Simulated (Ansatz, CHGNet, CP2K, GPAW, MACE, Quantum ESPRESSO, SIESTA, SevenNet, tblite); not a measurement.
**Al54Cu46 (at. %) with crystalline order left by the classical run (111 atoms): forces by two methods**

111 atoms (60 Al, 51 Cu) placed at random at 4.5 g/cm³, melted at 1800 K for 10 ps at fixed volume with the EAM Al-Cu potential (Cai and Ye, Phys. Rev. B 54, 8398 (1996)). Quenched from 1300 K to 300 K at 500 K/ps and zero pressure, held 5 ps, then minimised at fixed cell. Then every atom was moved at random, 0.03 Å r.m.s. a Cartesian component.

Two calculations on one geometry. First: Kohn-Sham DFT, PBE, SSSP efficiency 1.3.0 pseudopotentials, plane waves; sssp-1.3.0-efficiency; 60/480 Ry; levels smeared at 580 K (Quantum ESPRESSO 7.5; Γ point). Second: Kohn-Sham DFT, PBE, PAW, plane waves (Ansatz 0.2.0; cutoff 420 eV, Γ point, fermi-dirac smearing of 0.05 eV; PAW set soft_2).

Cell vectors (Å):

```
11.739 0.000 0.000
0.000 11.739 0.000
0.000 0.000 11.739
```

Atom, position (Å) and force of the first calculation (eV/Å):

```
1 Al 0.118 5.676 9.712 -0.596 -1.175 -0.689
2 Al 3.753 9.764 9.538 0.473 -0.254 -0.235
3 Al 0.461 8.371 5.461 -0.646 -0.200 -0.214
4 Al 2.241 2.666 0.694 0.085 -0.282 0.259
5 Al 2.479 2.042 7.602 0.084 -0.266 0.373
6 Al 7.278 9.633 6.665 -0.663 0.470 0.699
7 Al 8.898 8.157 0.265 -0.123 0.210 -0.180
8 Al 7.060 8.513 2.181 -0.449 0.276 0.026
9 Al 3.768 10.932 3.582 0.210 0.058 0.158
10 Al 7.105 0.625 7.245 -0.642 -0.019 0.081
11 Al 10.329 10.615 10.901 0.170 0.013 -0.058
12 Al 0.708 4.259 7.185 0.273 0.272 0.305
13 Al 5.863 9.130 4.590 -0.691 0.055 -0.239
14 Al 8.533 9.233 9.429 -0.173 -0.202 -0.296
15 Al 0.330 11.461 1.880 -0.139 0.066 0.193
16 Al 5.200 2.734 7.290 -0.206 -0.035 0.244
17 Al 0.679 7.318 2.976 -0.118 0.040 -0.053
18 Al 8.588 1.566 3.257 -0.340 0.052 -0.070
19 Al 9.084 10.613 2.315 -0.226 0.007 -0.200
20 Al 3.372 4.439 6.382 0.346 -0.269 -0.092
21 Al 2.845 6.041 4.181 -0.231 -0.185 -0.239
22 Al 9.676 8.768 6.732 0.753 -0.178 0.155
23 Al 1.376 4.754 2.215 0.269 -0.013 0.103
24 Al 5.564 10.720 1.528 0.300 -0.313 0.307
25 Al 11.549 2.548 2.513 0.041 -0.234 0.287
26 Al 9.657 7.575 2.670 0.071 0.337 0.544
27 Al 7.868 5.914 1.622 0.007 -0.032 -0.319
28 Al 6.703 4.107 0.023 0.319 -0.052 -0.287
29 Al 3.050 0.696 10.172 -0.368 0.334 -0.343
30 Al 1.348 10.140 10.821 -0.183 -0.141 0.003
31 Al 9.286 6.631 8.790 0.066 -0.091 0.422
32 Al 7.652 6.592 6.728 -0.128 -0.494 0.044
33 Al 2.029 9.393 7.478 -0.370 -0.751 0.867
34 Al 3.794 1.953 5.164 0.019 -0.093 -0.527
35 Al 9.868 1.038 0.793 0.354 0.083 0.137
36 Al 2.798 11.412 6.253 0.180 0.558 -0.707
37 Al 9.109 1.877 5.774 -0.381 0.278 0.186
38 Al 11.567 10.934 6.322 0.580 0.170 -0.827
39 Al 5.972 9.029 10.987 -0.054 -1.046 0.098
40 Al 1.073 2.930 9.691 0.151 -0.105 -0.402
41 Al 8.686 2.635 10.863 -0.112 0.456 -0.644
42 Al 11.204 6.219 0.773 -0.207 -0.137 -0.081
43 Al 6.189 2.101 9.714 0.048 -0.344 0.199
44 Al 2.034 5.151 11.314 -0.217 0.381 -0.008
45 Al 4.252 4.575 0.771 -0.296 -0.586 0.407
46 Al 5.109 1.356 2.763 -0.149 -0.017 0.282
47 Al 8.446 4.218 4.277 0.250 -0.368 0.171
48 Al 11.228 3.526 0.017 -0.119 0.258 0.031
49 Al 7.089 1.234 0.911 -0.129 -0.038 -0.621
50 Al 9.846 4.658 6.768 -0.339 0.184 -0.084
51 Al 3.023 11.696 1.031 -0.060 0.090 0.098
52 Al 7.557 4.597 9.090 0.000 -0.149 -0.107
53 Al 7.289 6.611 4.201 0.027 0.466 0.177
54 Al 5.170 5.855 2.888 0.044 -0.071 0.248
55 Al 9.537 11.331 7.869 -0.135 0.290 0.617
56 Al 2.982 8.783 4.922 0.533 -0.040 -0.245
57 Al 11.175 1.941 7.351 0.411 -0.188 0.329
58 Al 5.050 5.412 10.023 0.055 0.463 -0.509
59 Al 10.967 7.865 10.456 0.225 1.290 -0.041
60 Al 2.221 6.786 6.674 -0.330 0.204 0.353
61 Cu 4.061 7.359 8.284 -0.659 -0.071 0.148
62 Cu 0.337 5.653 5.093 0.069 0.508 0.083
63 Cu 6.306 10.467 8.947 0.249 -0.514 -0.616
64 Cu 5.544 6.912 0.699 -0.295 0.156 -0.148
65 Cu 2.210 1.409 3.148 0.362 0.001 -0.576
66 Cu 8.388 8.913 4.430 -0.031 -0.069 -0.114
67 Cu 0.901 0.027 8.644 0.006 0.252 -0.045
68 Cu 8.086 0.264 10.009 0.237 0.276 -0.749
69 Cu 9.297 5.282 11.119 0.182 -0.339 -0.098
70 Cu 4.708 2.027 0.224 0.147 0.073 0.094
71 Cu 10.581 5.034 3.050 0.380 0.504 0.097
72 Cu 6.513 2.072 4.900 0.091 -0.307 -0.004
73 Cu 9.869 6.787 5.126 -0.351 0.099 -0.174
74 Cu 7.392 3.775 6.640 0.282 0.077 0.155
75 Cu 4.675 9.463 7.047 -0.170 -0.001 -0.147
76 Cu 10.803 0.590 4.031 0.190 0.132 -0.148
77 Cu 5.487 5.319 7.492 0.334 -0.336 0.566
78 Cu 11.437 9.505 8.567 -0.167 0.032 -0.230
79 Cu 11.231 9.155 1.195 -0.228 -0.427 0.027
80 Cu 4.507 0.251 8.117 0.190 0.167 0.075
81 Cu 5.601 4.430 4.960 -0.140 0.322 -0.071
82 Cu 1.031 1.456 5.338 0.276 -1.037 0.825
83 Cu 11.003 3.235 4.897 -0.309 0.154 0.377
84 Cu 3.483 7.242 10.765 0.880 -0.199 0.027
85 Cu 1.287 10.832 4.151 -0.028 0.086 0.572
86 Cu 4.953 6.913 5.785 -0.241 0.482 -0.495
87 Cu 1.609 7.660 9.344 -0.291 0.220 -0.634
88 Cu 3.005 6.768 1.552 0.341 -0.327 0.460
89 Cu 2.676 5.251 8.790 -0.055 -0.057 0.081
90 Cu 3.790 3.162 9.898 -0.377 0.051 -0.218
91 Cu 6.966 11.363 3.782 -0.196 0.023 -0.291
92 Cu 6.516 3.510 2.557 -0.127 0.029 -0.027
93 Cu 6.378 7.797 8.538 0.331 0.293 0.024
94 Cu 9.128 3.582 1.643 -0.484 -0.327 -0.311
95 Cu 10.791 9.766 3.813 0.257 -0.516 0.195
96 Cu 4.358 8.435 2.716 0.364 0.395 0.117
97 Cu 8.614 2.245 8.313 -0.065 -0.485 0.110
98 Cu 3.613 9.245 0.382 0.202 0.384 0.040
99 Cu 1.396 7.851 0.203 -0.519 -0.128 -0.016
100 Cu 11.433 6.903 7.468 0.108 0.031 -0.391
101 Cu 5.389 11.596 10.882 0.096 0.013 0.060
102 Cu 10.558 1.329 9.762 -0.093 -0.448 0.088
103 Cu 1.663 3.589 4.545 0.605 0.732 -0.141
104 Cu 1.955 9.375 2.249 0.016 0.007 -0.114
105 Cu 7.766 10.528 0.087 0.201 -0.352 0.705
106 Cu 8.975 11.137 5.342 0.062 0.077 0.175
107 Cu 5.304 11.541 5.619 -0.244 0.085 0.086
108 Cu 7.285 6.637 10.625 -0.128 0.222 0.306
109 Cu 3.747 3.538 3.143 0.334 0.455 -0.088
110 Cu 0.663 0.873 11.365 0.165 -0.161 -0.102
111 Cu 10.275 3.735 9.144 0.715 0.769 0.368
```

**Question.** What forces does the second calculation give?

Atom and force (eV/Å):

```
1 -0.595 -1.171 -0.691
2 0.474 -0.255 -0.233
3 -0.644 -0.200 -0.214
4 0.085 -0.285 0.259
5 0.083 -0.266 0.371
6 -0.661 0.469 0.698
7 -0.121 0.210 -0.183
8 -0.449 0.272 0.027
9 0.204 0.059 0.157
10 -0.641 -0.018 0.082
11 0.169 0.012 -0.058
12 0.274 0.273 0.303
13 -0.689 0.055 -0.239
14 -0.176 -0.201 -0.296
15 -0.138 0.061 0.193
16 -0.203 -0.032 0.244
17 -0.114 0.043 -0.055
18 -0.339 0.049 -0.070
19 -0.224 0.007 -0.198
20 0.347 -0.269 -0.091
21 -0.233 -0.187 -0.237
22 0.751 -0.180 0.152
23 0.269 -0.014 0.103
24 0.300 -0.312 0.305
25 0.040 -0.233 0.292
26 0.069 0.339 0.545
27 0.010 -0.032 -0.320
28 0.317 -0.054 -0.286
29 -0.364 0.337 -0.345
30 -0.183 -0.143 0.005
31 0.067 -0.092 0.423
32 -0.129 -0.494 0.049
33 -0.371 -0.750 0.868
34 0.018 -0.092 -0.528
35 0.353 0.086 0.138
36 0.182 0.555 -0.704
37 -0.378 0.276 0.187
38 0.577 0.172 -0.826
39 -0.051 -1.042 0.099
40 0.150 -0.106 -0.401
41 -0.108 0.454 -0.646
42 -0.209 -0.139 -0.082
43 0.045 -0.343 0.201
44 -0.217 0.383 -0.009
45 -0.296 -0.586 0.409
46 -0.149 -0.014 0.280
47 0.250 -0.366 0.169
48 -0.119 0.259 0.032
49 -0.130 -0.041 -0.621
50 -0.339 0.182 -0.081
51 -0.058 0.088 0.100
52 0.002 -0.149 -0.110
53 0.030 0.468 0.178
54 0.046 -0.070 0.243
55 -0.134 0.291 0.616
56 0.530 -0.040 -0.245
57 0.408 -0.187 0.330
58 0.053 0.464 -0.509
59 0.227 1.290 -0.042
60 -0.328 0.203 0.355
61 -0.653 -0.070 0.147
62 0.068 0.506 0.086
63 0.248 -0.515 -0.614
64 -0.294 0.159 -0.141
65 0.362 0.003 -0.574
66 -0.034 -0.069 -0.118
67 0.007 0.254 -0.047
68 0.235 0.273 -0.747
69 0.182 -0.340 -0.094
70 0.147 0.072 0.094
71 0.379 0.505 0.101
72 0.091 -0.306 -0.006
73 -0.350 0.100 -0.171
74 0.277 0.078 0.156
75 -0.169 -0.003 -0.147
76 0.187 0.135 -0.151
77 0.334 -0.337 0.561
78 -0.162 0.034 -0.230
79 -0.230 -0.421 0.027
80 0.188 0.165 0.075
81 -0.142 0.321 -0.076
82 0.279 -1.033 0.822
83 -0.307 0.151 0.377
84 0.876 -0.201 0.024
85 -0.024 0.086 0.569
86 -0.240 0.480 -0.491
87 -0.295 0.218 -0.637
88 0.342 -0.326 0.459
89 -0.056 -0.056 0.079
90 -0.375 0.051 -0.218
91 -0.194 0.026 -0.291
92 -0.128 0.027 -0.027
93 0.327 0.293 0.020
94 -0.484 -0.327 -0.306
95 0.251 -0.514 0.194
96 0.365 0.397 0.121
97 -0.067 -0.487 0.106
98 0.203 0.385 0.040
99 -0.518 -0.127 -0.017
100 0.108 0.031 -0.393
101 0.096 0.014 0.060
102 -0.093 -0.447 0.086
103 0.603 0.729 -0.137
104 0.016 0.006 -0.113
105 0.200 -0.352 0.701
106 0.064 0.078 0.179
107 -0.248 0.085 0.085
108 -0.128 0.220 0.306
109 0.336 0.450 -0.086
110 0.167 -0.160 -0.104
111 0.714 0.766 0.369
```

The two sets differ by 2.16 meV/Å r.m.s., 0.64 % of the r.m.s. force of the Ansatz run. The electron count is odd in Ansatz plane waves (reference) and QE PBE, sssp-1.3.0-efficiency, 60/480 Ry, and they have no spin polarisation, so the unpaired electron is spread evenly over both spins. The network of bonds at the start is that of the classical potential that made the cell, and needn't be the one that DFT or experiment would give. The electron count is odd and the run has no spin polarisation, so levels at the top are partly filled by construction. The electronic-structure runs sample only Γ, in a cell whose shortest periodic width is 12 Å, which is coarse for a cell with partly filled levels.

[Logs are printed without paths, hosts, clocks, repeated set-up lines and the standing remarks that a program may print on its own settings, such as how far it seeks lower states.]

[Hosts, paths, dates, database ids (printed as entryN), source tags and the programs' standing remarks are cut or masked in the printed files.]
